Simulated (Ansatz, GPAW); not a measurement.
# Optical response of Ag2IBr (model structure), part 3 of 3

Aim: the dielectric function of Ag2IBr (model structure), and the optical constants that follow from it. The structure is a model built here, which may or may not match a known phase. It was built so: 1 of the 2 Br atoms of the cell replaced by I in the P2_1/m structure of AgBr. The cell is first relaxed with Ansatz.

GPAW 26.7.0; DFT, PBE, plane-wave PAW (GPAW data sets), scalar-relativistic, RPA, optical limit.

So far. Step 3 (Ground state): There is a gap, 0.74 eV on this mesh (points off the mesh can give less), so no carriers' term is needed.

### 5. Dielectric function, RPA

Transitions between filled and empty bands, summed over the zone, give the optical response, so mesh, band count and broadening shape it.

The induced potential is part of this response.

This step: DFT, PBE, plane-wave PAW (GPAW data sets), scalar-relativistic, RPA, optical limit (GPAW 26.7.0).

File df.py:

```python
from gpaw.response.df import DielectricFunction

df = DielectricFunction('full.gpw', frequencies={'type': 'nonlinear', 'domega0': 0.03, 'omega2': 8},
                        ecut=60,
                        eta=0.1,
                        nbands=75,
                        txt='df.txt')
for direction in ['x', 'y', 'z']:
    df.get_dielectric_function(xc='RPA', direction=direction, filename=f'df_{direction}.csv')
```

Started as:

```sh
> OMP_NUM_THREADS=1 python df.py
```

Numbers of over 12 decimals in the logs are rounded to 6 here.

What it wrote:

```text
Using integrator: PointIntegrator
NonLinearFrequencyDescriptor(from 0.000 to 87.150 eV, 528 points)
Nonperiodic BCs:  [False False False]
Using integrator: PointIntegrator
NonLinearFrequencyDescriptor(from 0.000 to 87.150 eV, 528 points)
Nonperiodic BCs:  [False False False]

Calculating chi0 body with:
    Ground state adapter containing:
    Number of spins: 1
    Number of kpoints: 294
    Number of irreducible kpoints: 148
    Number of completely occupied states: 24
    Number of partially occupied states: 24

    Linear response parametrization:
    q_c: [0.0, 0.0, 0.0]
    Number of frequency points: 528
    Planewave cutoff: 60.0
    Number of bands: 75
    Number of planewaves: 123
    Broadening (eta): 0.1

Integrating chi0 body.

Symmetries of q_c:
    Direct symmetries (Uq -> q): 1
    Indirect symmetries (TUq -> q): 1
In total 2 allowed symmetries.

148 groups of equivalent kpoints. 49.659864% reduction.

Integral kind: spectral function

Calculating chi0 optical extensions with:
    Ground state adapter containing:
    Number of spins: 1
    Number of kpoints: 294
    Number of irreducible kpoints: 148
    Number of completely occupied states: 24
    Number of partially occupied states: 24

    Linear response parametrization:
    Number of frequency points: 528
    Planewave cutoff: 60.0
    Number of bands: 75
    Number of planewaves: 123
    Broadening (eta): 0.1
Integrating chi0 head and wings.

Symmetries of q_c:
    Direct symmetries (Uq -> q): 1
    Indirect symmetries (TUq -> q): 1
In total 2 allowed symmetries.

148 groups of equivalent kpoints. 49.659864% reduction.

Integral kind: spectral function wings
```

Wall time 3.8 min (1 thread of Arm Neoverse N1, shared host); peak memory 0.69 GiB.

Numbers from this step:

| Quantity | Value |
| --- | --- |
| electronic dielectric constant ε∞, mean over x, y and z (by symmetry where fewer were run) | 6.216 |
| main peak of Im epsilon, first axis | 4.237 eV |

Some rows of df_x.csv (energy; Re and Im without local fields; Re and Im with them):

```text
0.000000, 6.722571, 0.000000, 6.193419, 0.000000
0.555532, 6.808199, 0.031613, 6.272522, 0.029216
1.143969, 7.114697, 0.076272, 6.556139, 0.070685
1.768324, 7.840080, 0.175853, 7.231202, 0.164629
2.431988, 9.176475, 0.891812, 8.451150, 0.869756
3.138794, 12.031389, 3.686851, 10.950195, 3.417593
3.893091, 7.583881, 12.511726, 7.154770, 11.486827
4.699832, -0.741116, 6.446638, -0.983886, 6.263681
5.564682, 1.107043, 5.379310, 0.641359, 4.942449
6.494155, 1.010327, 3.746062, 0.560266, 3.218944
7.495775, 0.756023, 4.134419, 0.458635, 3.274350
8.578281, -0.040111, 4.026669, 0.300387, 3.073365
9.751884, -0.518313, 3.114974, -0.041471, 2.484361
11.028587, -1.159643, 2.104132, -0.468977, 1.976139
12.422601, -0.493373, 0.965682, -0.381021, 1.050729
13.950874, 0.134190, 0.885118, 0.234982, 0.755585
15.633783, 0.201790, 0.844699, 0.339578, 0.664262
17.496047, 0.213790, 0.774404, 0.515241, 0.653960
19.567954, 0.231175, 0.474937, 0.413360, 0.535138
```

The Im ε has structure finer than the step of the table below, so its rows give means over 1 eV, whole bins alone (the curve runs from 0 to 21.9 eV). Peaks (eV: height): E ∥ x or y 4.2: 14.6; E ∥ z 3.9: 13.6, 6.3: 4.58, 7.4: 4.61.

Values under the direct gap are tails of Lorentzian lines. Table of Im ε by photon energy; means over each step:

| photon energy (eV) | E ∥ x or y | E ∥ z |
| --- | --- | --- |
| 1 | 0.0619 | 0.0605 |
| 2 | 0.433 | 0.373 |
| 3 | 2.85 | 2.78 |
| 4 | 11.5 | 11.4 |
| 5 | 5.45 | 6.32 |
| 6 | 4.21 | 4.05 |
| 7 | 3.34 | 3.29 |
| 8 | 3.12 | 3.33 |
| 9 | 2.79 | 3.01 |
| 10 | 2.52 | 2.46 |
| 11 | 1.93 | 1.89 |
| 12 | 1.32 | 1.37 |
| 13 | 0.876 | 0.870 |
| 14 | 0.788 | 0.794 |
| 15 | 0.779 | 0.794 |
| 16 | 0.664 | 0.648 |
| 17 | 0.689 | 0.658 |
| 18 | 0.715 | 0.709 |
| 19 | 0.672 | 0.679 |
| 20 | 0.524 | 0.513 |
| 21 | 0.466 | 0.446 |

Re ε against photon energy:

| photon energy (eV) | E ∥ x or y | E ∥ z |
| --- | --- | --- |
| 0.0 | 6.19 | 6.26 |
| 0.5 | 6.26 | 6.32 |
| 1.0 | 6.46 | 6.53 |
| 1.5 | 6.87 | 6.93 |
| 2.0 | 7.70 | 7.69 |
| 2.5 | 8.61 | 8.57 |
| 3.0 | 10.3 | 10.4 |
| 3.5 | 13.2 | 12.7 |
| 4.0 | 6.48 | 5.30 |
| 4.5 | -1.85 | -0.233 |
| 5.0 | 0.305 | -0.598 |
| 5.5 | 0.969 | 0.561 |
| 6.0 | 0.190 | 0.181 |
| 6.5 | 0.572 | -0.502 |
| 7.0 | 0.498 | 1.51 |
| 7.5 | 0.462 | 0.233 |
| 8.0 | 0.458 | 0.379 |
| 8.5 | 0.363 | 0.591 |
| 9.0 | 0.00856 | -0.238 |
| 9.5 | 0.0506 | -0.0302 |
| 10.0 | 0.118 | -0.370 |
| 10.5 | -0.346 | -0.433 |
| 11.0 | -0.455 | -0.366 |
| 11.5 | -0.387 | -0.430 |
| 12.0 | -0.455 | -0.544 |
| 12.5 | -0.305 | -0.311 |
| 13.0 | -0.0416 | 0.0312 |
| 13.5 | 0.0659 | 0.0481 |
| 14.0 | 0.251 | 0.123 |
| 14.5 | 0.309 | 0.293 |
| 15.0 | 0.261 | 0.260 |
| 15.5 | 0.320 | 0.221 |
| 16.0 | 0.425 | 0.343 |
| 16.5 | 0.483 | 0.489 |
| 17.0 | 0.456 | 0.368 |
| 17.5 | 0.516 | 0.552 |
| 18.0 | 0.567 | 0.565 |
| 18.5 | 0.477 | 0.419 |
| 19.0 | 0.389 | 0.423 |
| 19.5 | 0.384 | 0.349 |
| 20.0 | 0.436 | 0.351 |
| 20.5 | 0.479 | 0.465 |
| 21.0 | 0.456 | 0.469 |
| 21.5 | 0.491 | 0.520 |

Table of refractive index n and extinction k by photon energy:

| photon energy (eV) | n, E ∥ x or y | k, E ∥ x or y | n, E ∥ z | k, E ∥ z |
| --- | --- | --- | --- | --- |
| 0 | 2.49 | 0 | 2.50 | 0 |
| 2 | 2.77 | 0.0484 | 2.77 | 0.0412 |
| 4 | 3.16 | 1.87 | 3.10 | 2.08 |
| 6 | 1.55 | 1.49 | 1.26 | 1.19 |
| 8 | 1.29 | 1.10 | 1.34 | 1.19 |
| 10 | 1.16 | 1.11 | 1.02 | 1.18 |
| 12 | 0.662 | 0.945 | 0.725 | 1.03 |
| 14 | 0.728 | 0.528 | 0.677 | 0.579 |
| 16 | 0.777 | 0.424 | 0.735 | 0.445 |
| 18 | 0.859 | 0.414 | 0.850 | 0.397 |
| 20 | 0.747 | 0.349 | 0.703 | 0.379 |

Values under the direct gap are tails of Lorentzian lines. Table of Im ε, E ∥ x or y by photon energy; read off at these points:

| photon energy (eV) | without local fields | with local fields |
| --- | --- | --- |
| 0.00 | 0 | 0 |
| 0.50 | 0.0282 | 0.0261 |
| 1.00 | 0.0633 | 0.0586 |
| 1.50 | 0.120 | 0.111 |
| 2.00 | 0.283 | 0.269 |
| 2.50 | 1.05 | 1.03 |
| 3.00 | 3.13 | 2.96 |
| 3.50 | 6.98 | 6.15 |
| 4.00 | 12.9 | 11.8 |
| 4.24 | 15.4 | 14.6 |
| 4.50 | 8.57 | 8.47 |
| 5.00 | 5.42 | 4.99 |
| 5.50 | 5.34 | 4.85 |
| 6.00 | 5.24 | 4.64 |
| 6.50 | 3.77 | 3.24 |
| 7.00 | 4.10 | 3.42 |
| 7.50 | 4.13 | 3.27 |
| 8.00 | 3.93 | 2.84 |
| 8.50 | 4.12 | 3.11 |
| 9.00 | 3.18 | 2.49 |
| 9.50 | 3.48 | 2.76 |
| 10.00 | 3.36 | 2.58 |
| 10.50 | 2.47 | 2.15 |
| 11.00 | 2.15 | 1.99 |
| 11.50 | 1.54 | 1.54 |
| 12.00 | 1.12 | 1.25 |
| 12.50 | 0.944 | 0.975 |
| 13.00 | 0.952 | 0.877 |
| 13.50 | 0.885 | 0.802 |
| 14.00 | 0.902 | 0.768 |
| 14.50 | 1.04 | 0.865 |
| 15.00 | 0.958 | 0.805 |
| 15.50 | 0.856 | 0.684 |
| 16.00 | 0.883 | 0.659 |
| 16.50 | 0.925 | 0.690 |
| 17.00 | 0.880 | 0.737 |
| 17.50 | 0.775 | 0.654 |
| 18.00 | 0.794 | 0.711 |
| 18.50 | 0.643 | 0.776 |
| 19.00 | 0.548 | 0.649 |
| 19.50 | 0.468 | 0.544 |
| 20.00 | 0.455 | 0.522 |
| 20.50 | 0.452 | 0.533 |
| 21.00 | 0.409 | 0.457 |
| 21.50 | 0.374 | 0.406 |

The reflectivity at normal incidence has structure finer than the step of the table below, so its rows give means over 0.5 eV, whole bins alone (the curve runs from 0 to 21.9 eV). Peaks (eV: height): E ∥ x or y 4.33: 48.3, 8.83: 25.1, 11.25: 28.2; E ∥ z 4.56: 46.8, 5.27: 37.4, 5.87: 32.7, 6.44: 30.2, 7.50: 27.0, 8.77: 28.8, 12.34: 31.4.

Table of reflectivity at normal incidence by photon energy; means over each step:

| photon energy (eV) | E ∥ x or y (%) | E ∥ z (%) |
| --- | --- | --- |
| 0.5 | 18.4 | 18.6 |
| 1.0 | 19.0 | 19.2 |
| 1.5 | 20.1 | 20.2 |
| 2.0 | 22.2 | 22.2 |
| 2.5 | 24.5 | 24.9 |
| 3.0 | 28.9 | 28.8 |
| 3.5 | 35.1 | 34.6 |
| 4.0 | 40.5 | 40.9 |
| 4.5 | 43.8 | 43.8 |
| 5.0 | 30.9 | 36.2 |
| 5.5 | 27.2 | 29.3 |
| 6.0 | 27.6 | 25.2 |
| 6.5 | 23.0 | 25.4 |
| 7.0 | 21.1 | 16.6 |
| 7.5 | 21.7 | 25.5 |
| 8.0 | 21.5 | 22.8 |
| 8.5 | 22.1 | 23.0 |
| 9.0 | 22.3 | 26.6 |
| 9.5 | 21.9 | 22.9 |
| 10.0 | 22.4 | 25.3 |
| 10.5 | 25.4 | 25.3 |
| 11.0 | 26.5 | 25.5 |
| 11.5 | 26.0 | 25.6 |
| 12.0 | 26.6 | 27.8 |
| 12.5 | 24.8 | 27.7 |
| 13.0 | 18.7 | 18.4 |
| 13.5 | 14.9 | 15.5 |
| 14.0 | 11.1 | 13.7 |
| 14.5 | 10.2 | 10.2 |
| 15.0 | 10.4 | 10.4 |
| 15.5 | 8.98 | 10.5 |
| 16.0 | 6.85 | 7.92 |
| 16.5 | 6.14 | 6.33 |
| 17.0 | 6.49 | 7.51 |
| 17.5 | 5.64 | 5.23 |
| 18.0 | 5.51 | 5.31 |
| 18.5 | 7.11 | 7.36 |
| 19.0 | 7.61 | 7.48 |
| 19.5 | 7.01 | 7.71 |
| 20.0 | 5.76 | 6.98 |
| 20.5 | 5.32 | 5.34 |
| 21.0 | 5.23 | 4.90 |
| 21.5 | 4.32 | 4.27 |

From ε follow the optical constants at some laser and lamp lines:

| wavelength (nm) | n xy | k xy | R (%) xy | 1/α xy | n z | k z | R (%) z | 1/α z |
| --- | --- | --- | --- | --- | --- | --- | --- | --- |
| 633 | 2.76 | 0.044 | 21.9 | 1.2 µm | 2.76 | 0.038 | 21.9 | 1.3 µm |
| 532 | 2.86 | 0.162 | 23.4 | 262 nm | 2.93 | 0.143 | 24.2 | 295 nm |
| 450 | 3.12 | 0.210 | 26.6 | 171 nm | 3.20 | 0.225 | 27.7 | 159 nm |
| 365 | 3.46 | 0.644 | 31.9 | 45 nm | 3.50 | 0.628 | 32.2 | 46 nm |
| 308 | 3.15 | 1.903 | 39.6 | 13 nm | 3.02 | 2.065 | 40.9 | 12 nm |
| 248 | 1.63 | 1.532 | 29.6 | 13 nm | 1.50 | 1.692 | 34.2 | 12 nm |
| 193 | 1.34 | 1.223 | 23.1 | 13 nm | 1.39 | 1.489 | 30.0 | 10 nm |

Below the direct gap, k and the depth come from the tails of the Lorentzian lines, not from transitions.

Rows near the edge hang on the gap, which this functional as a rule makes too small, and phonon-assisted absorption is left out.

### 6. Summary of results

| Quantity | Value |
| --- | --- |
| electronic dielectric constant ε∞, mean over x, y and z (by symmetry where fewer were run) (RPA) | 6.22 |
| main peak of Im epsilon, first axis | 4.24 eV |

In words: At this level (PBE, RPA) Ag2IBr has a mean ε∞ = 6.22 and n = 2.52 at 1550 nm (E ∥ x), and Im ε peaks at 4.2 eV (E ∥ x). The cell shrank by 1.1 % in volume. On the mesh the gap is 0.65 eV and the least direct gap 2.28 eV, so on this mesh the band edges lie at different points. Local fields change the static value along x from 6.72 to 6.19 (-8 %). The static values by axis are 6.19 (xy), 6.26 (z). Excitons and phonon-assisted transitions are missing; PBE gaps are as a rule too small, which pulls the onset down and ε∞ up. Spin-orbit coupling is left out although heavy atoms are present. The sum runs over mesh points, so small or evenly spaced maxima can still be ripples of the mesh. In this version of GPAW the matrix elements of the optical limit are incomplete, which can lower ε − 1 by up to a tenth where first-row anions or d states rule, and shift it by more in d metals.

[Machine, clock and banner lines and Python warnings are left out of the logs.]

[Logs are printed without paths, hosts, clocks, repeated set-up lines and the standing remarks that a program may print on its own settings, such as how far it seeks lower states.]

[Hosts, paths, dates, database ids (printed as entryN), source tags and the programs' standing remarks are cut or masked in the printed files.]
